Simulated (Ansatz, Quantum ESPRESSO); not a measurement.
# Ta2NOS MXene, 1 layer in an electric field, part 2 of 5

Aim: how Ta2NOS MXene, 1 layer screens a field along its normal, and what the field does to its bands.

Quantum ESPRESSO 7.5; plane-wave DFT, PBE, PseudoDojo norm-conserving pseudopotentials; geometry and cross-check by Ansatz 0.2.0 with PAW datasets.

So far: Starting point; Geometry from Ansatz.

## (3) SCF with pw.x: no field

The zero-field run is the reference. tefield and dipfield are on already, so that all runs share k-points and boundary.

Level of this step: plane-wave DFT, PBE, PseudoDojo norm-conserving pseudopotentials (Quantum ESPRESSO 7.5).

Input file f0.in:

```
&control
  prefix = 'f0'
  outdir = './out'
  pseudo_dir = './pseudo'
  calculation = 'scf'
  tprnfor = .true.
  tefield = .true.
  dipfield = .true.
/
&system
  ibrav = 0
  nat = 5
  ntyp = 4
  ecutwfc = 72
  ecutrho = 288
  occupations = 'smearing'
  smearing = 'fd'
  degauss = 0.004
  edir = 3
  emaxpos = 0.97
  eopreg = 0.04
  eamp = 0.0
/
&electrons
  conv_thr = 1e-09
  mixing_beta = 0.4
  electron_maxstep = 120
  mixing_mode = 'plain'
/
ATOMIC_SPECIES
  S   32.0600  S.dojo-sr-pbe-0.4.1-standard.upf
  Ta  180.9479  Ta.dojo-sr-pbe-0.4.1-standard.upf
  N   14.0070  N.dojo-sr-pbe-0.4.1-standard.upf
  O   15.9990  O.dojo-sr-pbe-0.4.1-standard.upf
CELL_PARAMETERS angstrom
  3.21401923009305 -0.00000000000000 -0.00000000000000
  -1.60700961504653 2.78342230151229 0.00000000000000
  -0.00000000000000 0.00000000000000 22.53292593870000
ATOMIC_POSITIONS crystal
  S   0.333333333333 0.666666666667 0.388643466230
  Ta  0.666666666667 0.333333333333 0.460522722697
  N   0.000000000000 0.000000000000 0.515611377966
  Ta  0.333333333333 0.666666666667 0.564826984606
  O   0.666666666667 0.333333333333 0.611085048700
K_POINTS automatic
  12 12 1 0 0 0
```

The run is started by

```sh
OMP_NUM_THREADS=1 mpirun -n 4 pw.x -nk 4 -in f0.in > f0.out
```

The log of the run:

```text
Program PWSCF v.7.5 starts
[citation notice left out]

     Parallel version (MPI & OpenMP), running on       4 processor cores
     Number of MPI processes:                 4
     Threads/MPI process:                     1

     MPI processes distributed on     1 nodes
[...]
Current dimensions of program PWSCF are:
     Max number of different atomic species (ntypx) = 10
     Max number of k-points (npk) =  40000
     Max angular momentum in pseudopotentials (lmaxx) =  4
     Presently no symmetry can be used with electric field

     K-points division:     npool     =       4
     Subspace diagonalization in iterative solution of the eigenvalue problem:
     a serial algorithm will be used

     G-vector sticks info
     --------------------
     sticks:   dense  smooth     PW     G-vecs:    dense   smooth      PW
     Sum         745     745    235               112539   112539   19767

     Using Slab Decomposition

     bravais-lattice index     =            0
     lattice parameter (alat)  =       6.0736  a.u.
     unit-cell volume          =    1360.3221 (a.u.)^3
     number of atoms/cell      =            5
     number of atomic types    =            4
     number of electrons       =        43.00
     number of Kohn-Sham states=           26
     kinetic-energy cutoff     =      72.0000  Ry
     charge density cutoff     =     288.0000  Ry
     scf convergence threshold =      1.0E-09
     mixing beta               =       0.4000
     number of iterations used =            8  plain     mixing
     Exchange-correlation= PBE
                           (   1   4   3   4   0   0   0)

     celldm(1)=   6.073616  celldm(2)=   0.000000  celldm(3)=   0.000000
     celldm(4)=   0.000000  celldm(5)=   0.000000  celldm(6)=   0.000000

     crystal axes: (cart. coord. in units of alat)
               a(1) = (   1.000000  -0.000000  -0.000000 )
               a(2) = (  -0.500000   0.866025   0.000000 )
               a(3) = (  -0.000000   0.000000   7.010825 )

     reciprocal axes: (cart. coord. in units 2 pi/alat)
               b(1) = (  1.000000  0.577350  0.000000 )
               b(2) = (  0.000000  1.154701  0.000000 )
               b(3) = (  0.000000  0.000000  0.142637 )

     PseudoPot. # 1 for S  read from file:
     ./pseudo/S.dojo-sr-pbe-0.4.1-standard.upf
     Pseudo is Norm-conserving + core correction, Zval =  6.0
     Generated using ONCVPSP code by D. R. Hamann
     Using radial grid of 1146 points,  6 beta functions with:
                l(1) =   0
                l(2) =   0
                l(3) =   1
                l(4) =   1
                l(5) =   2
                l(6) =   2

     PseudoPot. # 2 for Ta read from file:
     ./pseudo/Ta.dojo-sr-pbe-0.4.1-standard.upf
     Pseudo is Norm-conserving + core correction, Zval = 13.0
     Generated using ONCVPSP code by D. R. Hamann
     Using radial grid of 1450 points,  8 beta functions with:
                l(1) =   0
                l(2) =   0
                l(3) =   1
                l(4) =   1
                l(5) =   2
                l(6) =   2
                l(7) =   3
                l(8) =   3

     PseudoPot. # 3 for N  read from file:
     ./pseudo/N.dojo-sr-pbe-0.4.1-standard.upf
     Pseudo is Norm-conserving + core correction, Zval =  5.0
     Generated using ONCVPSP code by D. R. Hamann
     Using radial grid of 1058 points,  4 beta functions with:
                l(1) =   0
                l(2) =   0
                l(3) =   1
                l(4) =   1

     PseudoPot. # 4 for O  read from file:
     ./pseudo/O.dojo-sr-pbe-0.4.1-standard.upf
     Pseudo is Norm-conserving + core correction, Zval =  6.0
     Generated using ONCVPSP code by D. R. Hamann
     Using radial grid of  936 points,  5 beta functions with:
                l(1) =   0
                l(2) =   0
                l(3) =   1
                l(4) =   1
                l(5) =   2

     atomic species   valence    mass     pseudopotential
     S                 6.00    32.06000     S ( 1.00)
     Ta               13.00   180.94790     Ta( 1.00)
     N                 5.00    14.00700     N ( 1.00)
     O                 6.00    15.99900     O ( 1.00)

     No symmetry found

   Cartesian axes

     site n.     atom                  positions (alat units)
         1        S      tau(   1) = (  -0.0000000   0.5773503   2.7247113  )
         2        Ta     tau(   2) = (   0.5000000   0.2886751   3.2286442  )
         3        N      tau(   3) = (   0.0000000   0.0000000   3.6148611  )
         4        Ta     tau(   4) = (  -0.0000000   0.5773503   3.9599031  )
         5        O      tau(   5) = (   0.5000000   0.2886751   4.2842103  )

     number of k points=    74  Fermi-Dirac smearing, width (Ry)=  0.0040
                       cart. coord. in units 2pi/alat
        k(    1) = (   0.0000000   0.0000000   0.0000000), wk =   0.0138889
        k(    2) = (   0.0000000   0.0962250   0.0000000), wk =   0.0277778
        k(    3) = (   0.0000000   0.1924501   0.0000000), wk =   0.0277778
        k(    4) = (   0.0000000   0.2886751   0.0000000), wk =   0.0277778
        k(    5) = (   0.0000000   0.3849002   0.0000000), wk =   0.0277778
        k(    6) = (   0.0000000   0.4811252   0.0000000), wk =   0.0277778
        k(    7) = (   0.0000000  -0.5773503   0.0000000), wk =   0.0138889
        k(    8) = (   0.0833333   0.0481125   0.0000000), wk =   0.0277778
        k(    9) = (   0.0833333   0.1443376   0.0000000), wk =   0.0277778
        k(   10) = (   0.0833333   0.2405626   0.0000000), wk =   0.0277778
[...]
k(   74) = (  -0.5000000  -0.8660254   0.0000000), wk =   0.0138889

     Dense  grid:   112539 G-vectors     FFT dimensions: (  36,  36, 240)

     Estimated max dynamical RAM per process >     247.38 MB

     Estimated total dynamical RAM >     907.10 MB

     Initial potential from superposition of free atoms

     starting charge      42.9981, renormalised to      43.0000

     negative rho (up, down):  6.446E-05 0.000E+00

     Adding external electric field

     Computed dipole along edir(3) :
        Dipole                0.0001 Ry au,          0.0003 Debye
        Dipole field          0.0000 Ry au,

        Potential amp.       -0.0001 Ry
        Total length         40.8778 bohr

     Starting wfcs are   32 randomized atomic wfcs

     total cpu time spent up to now is        4.7 secs

     per-process dynamical memory:   183.9 Mb

     Self-consistent Calculation

     iteration #  1     ecut=    72.00 Ry     beta= 0.40
[...]
Dipole               -0.0111 Ry au,         -0.0283 Debye
[...]
total energy              =    -336.66786558 Ry
     estimated scf accuracy    <       0.02199475 Ry

     iteration #  6     ecut=    72.00 Ry     beta= 0.40
[...]
Dipole                0.0015 Ry au,          0.0038 Debye
[...]
total energy              =    -336.66929079 Ry
     estimated scf accuracy    <       0.00179715 Ry

     iteration #  7     ecut=    72.00 Ry     beta= 0.40
[...]
Dipole                0.0039 Ry au,          0.0100 Debye
[...]
total energy              =    -336.66952457 Ry
     estimated scf accuracy    <       0.00084061 Ry

     iteration #  8     ecut=    72.00 Ry     beta= 0.40
[...]
Dipole                0.0031 Ry au,          0.0079 Debye
[...]
total energy              =    -336.66960296 Ry
     estimated scf accuracy    <       0.00010984 Ry

     iteration #  9     ecut=    72.00 Ry     beta= 0.40
[...]
Dipole                0.0037 Ry au,          0.0095 Debye
[...]
total energy              =    -336.66962380 Ry
     estimated scf accuracy    <       0.00001431 Ry

     iteration # 10     ecut=    72.00 Ry     beta= 0.40
[...]
Dipole                0.0032 Ry au,          0.0082 Debye
[...]
total energy              =    -336.66962463 Ry
     estimated scf accuracy    <       0.00001262 Ry

     iteration # 11     ecut=    72.00 Ry     beta= 0.40
[...]
Dipole                0.0031 Ry au,          0.0078 Debye
[...]
total energy              =    -336.66962600 Ry
     estimated scf accuracy    <       0.00000051 Ry

     iteration # 12     ecut=    72.00 Ry     beta= 0.40
[...]
Dipole                0.0034 Ry au,          0.0085 Debye
[...]
total energy              =    -336.66962611 Ry
     estimated scf accuracy    <       0.00000106 Ry

     iteration # 13     ecut=    72.00 Ry     beta= 0.40
[...]
Dipole                0.0033 Ry au,          0.0085 Debye
[...]
total energy              =    -336.66962625 Ry
     estimated scf accuracy    <       0.00000005 Ry

     iteration # 14     ecut=    72.00 Ry     beta= 0.40
[...]
Dipole                0.0033 Ry au,          0.0084 Debye
[...]
total energy              =    -336.66962625 Ry
     estimated scf accuracy    <       0.00000003 Ry

     iteration # 15     ecut=    72.00 Ry     beta= 0.40
[...]
Dipole                0.0033 Ry au,          0.0084 Debye
[...]
total energy              =    -336.66962625 Ry
     estimated scf accuracy    <          1.4E-09 Ry

     iteration # 16     ecut=    72.00 Ry     beta= 0.40
[...]
Dipole                0.0033 Ry au,          0.0085 Debye
[...]
End of self-consistent calculation

          k = 0.0000 0.0000 0.0000 ( 14041 PWs)   bands (ev):

   -68.2211 -67.3762 -34.8261 -34.5426 -34.5426 -33.8662 -33.7325 -33.7325
   -18.3689 -15.4975 -12.5455  -6.9253  -5.8358  -5.8358  -3.7072  -3.1214
    -3.1214  -1.8653  -0.1230  -0.1230   0.3937   0.3937   0.9790   2.4920
     2.9680   2.9680

          k = 0.0000 0.0962 0.0000 ( 14027 PWs)   bands (ev):

   -68.2194 -67.3747 -34.8174 -34.5807 -34.5504 -33.8622 -33.7615 -33.7391
   -18.3070 -15.4851 -12.5003  -6.8275  -5.8478  -5.7653  -3.6434  -3.4005
    -3.1771  -1.8684  -0.6535  -0.4239   0.4020   0.8082   1.2175   2.5825
     3.0534   3.1180

          k = 0.0000 0.1925 0.0000 ( 14006 PWs)   bands (ev):

   -68.2148 -67.3705 -34.7950 -34.6807 -34.5716 -33.8595 -33.8323 -33.7569
   -18.1535 -15.4445 -12.3524  -6.5716  -5.8654  -5.5865  -4.1798  -3.3273
    -3.0956  -2.4573  -1.1325  -0.6814  -0.0214   1.3444   1.6781   2.7451
     3.4052   3.5100

          k = 0.0000 0.2887 0.0000 ( 14026 PWs)   bands (ev):

   -68.2086 -67.3647 -34.8254 -34.7521 -34.6004 -33.9464 -33.8376 -33.7811
   -17.9877 -15.3612 -12.0897  -6.3682  -5.8968  -5.3946  -4.5062  -3.4754
    -3.2294  -2.7864  -1.6651  -0.7975  -0.4273   1.8667   2.0750   2.8258
     3.9388   3.9634

          k = 0.0000 0.3849 0.0000 ( 14060 PWs)   bands (ev):

   -68.2024 -67.3590 -34.9503 -34.7264 -34.6289 -34.0430 -33.8300 -33.8052
   -17.8802 -15.2311 -11.7432  -6.7115  -5.6828  -5.2979  -4.4139  -3.6734
    -3.5026  -3.0473  -1.8800  -0.8618  -0.7249   2.4464   2.4698   2.8205
     4.2015   4.3346

          k = 0.0000 0.4811 0.0000 ( 14036 PWs)   bands (ev):

   -68.1978 -67.3548 -35.0420 -34.7073 -34.6497 -34.1094 -33.8254 -33.8227
   -17.8396 -15.1013 -11.4124  -7.2103  -5.3630  -5.2980  -4.3889  -3.8324
    -3.4352  -3.3807  -1.9012  -0.8970  -0.8525   2.6228   2.8894   3.0119
     4.5004   4.5085

[...]
the Fermi energy is     1.6007 ev

!    total energy              =    -336.66962625 Ry
     estimated scf accuracy    <          1.8E-10 Ry
     smearing contrib. (-TS)   =      -0.00090905 Ry
     internal energy E=F+TS    =    -336.66871720 Ry

     The total energy is F=E-TS. E is the sum of the following terms:
     one-electron contribution =   -2884.29638331 Ry
     hartree contribution      =    1442.76144238 Ry
     xc contribution           =     -80.13943463 Ry
     ewald contribution        =    1185.00565826 Ry
     electric field correction =       0.00000010 Ry

     convergence has been achieved in  16 iterations

     Forces acting on atoms (cartesian axes, Ry/au):

     atom    1 type  1   force =     0.00000000   -0.00000005    0.00086841
     atom    2 type  2   force =    -0.00000001   -0.00000001   -0.00081767
     atom    3 type  3   force =    -0.00000002    0.00000002    0.00095348
     atom    4 type  2   force =     0.00000002   -0.00000000    0.00189064
     atom    5 type  4   force =     0.00000001    0.00000003   -0.00289486

     Total force =     0.003780     Total SCF correction =     0.000068

[...]
=------------------------------------------------------------------------------=
   JOB DONE.
=------------------------------------------------------------------------------=
```

The job ended after 2.9 min (4 MPI ranks of Arm Neoverse V2, shared host; peak memory 1 GiB).

Read from the output:

* free energy: -4580.6236 eV
* energy at zero smearing: -4580.6174 eV
* Fermi energy: 1.601 eV
* dipole along the normal: 0.001770 e·Å

The program's own clock; routines nest. Time by routine:

```tsv
routine	wall time (s)	calls
PWSCF	173.8	1
electrons	167.6	1
c_bands	146.5	16
cegterg	130.2	304
h_psi	112	1432
fftw	95.2	50142
vloc_psi	89.19	1432
sum_band	19.36	16
calbec	12.21	1508
h_psi:calbec	11.22	1432
add_vuspsi	11.17	1432
init_run	4.65	1
init_us_2	4.16	646
wfcinit	4.1	1
```

The run needed 16 iterations to bring the estimated error under 1e-09 Ry; the largest force on any atom, held or free, is 0.07 eV/Å.

## (4) Potential by pp.x

The vacuum level is read from the electrostatic potential (plot_num = 11), averaged over planes.

Input file f0.pot.in:

```
&inputpp
  prefix = 'f0'
  outdir = './out'
  filplot = 'f0.pot.dat'
  plot_num = 11
/
```

The run is started by

```sh
OMP_NUM_THREADS=1 mpirun -n 4 pp.x -in f0.pot.in > f0.pot.out
```

Run time: 0.88 s. Hardware: 4 MPI ranks; peak memory 0.09 GiB; 3.1 s of CPU time.

This step gave:

| Quantity | Value |
| --- | --- |
| work function of the upper face | 5.012 eV |
| slope of the potential above | 7.59e-6 eV/Å |
| upper vacuum line continued to the top atoms, over the Fermi level | 5.012 eV |
| work function of the lower face | 5.047 eV |
| slope of the potential below | -1.61e-5 eV/Å |
| lower vacuum line continued to the bottom atoms, over the Fermi level | 5.047 eV |

The vacuum is flat to 0.1 meV/Å, so its level is well defined. Inside the slab the curve depends on the local part of the pseudopotentials; only the vacuum level has a meaning of its own.

[end of part 2 of 5]

[Logs are printed without paths, hosts, clocks, repeated set-up lines and the standing remarks that a program may print on its own settings, such as how far it seeks lower states.]

[Hosts, paths, dates, database ids (printed as entryN), source tags and the programs' standing remarks are cut or masked in the printed files.]

[Maps of the electrostatic potential energy from Ansatz leave out the sawtooth potential of an applied field or a dipole correction, so their vacuum need not be flat; planar profiles and work functions include it.]
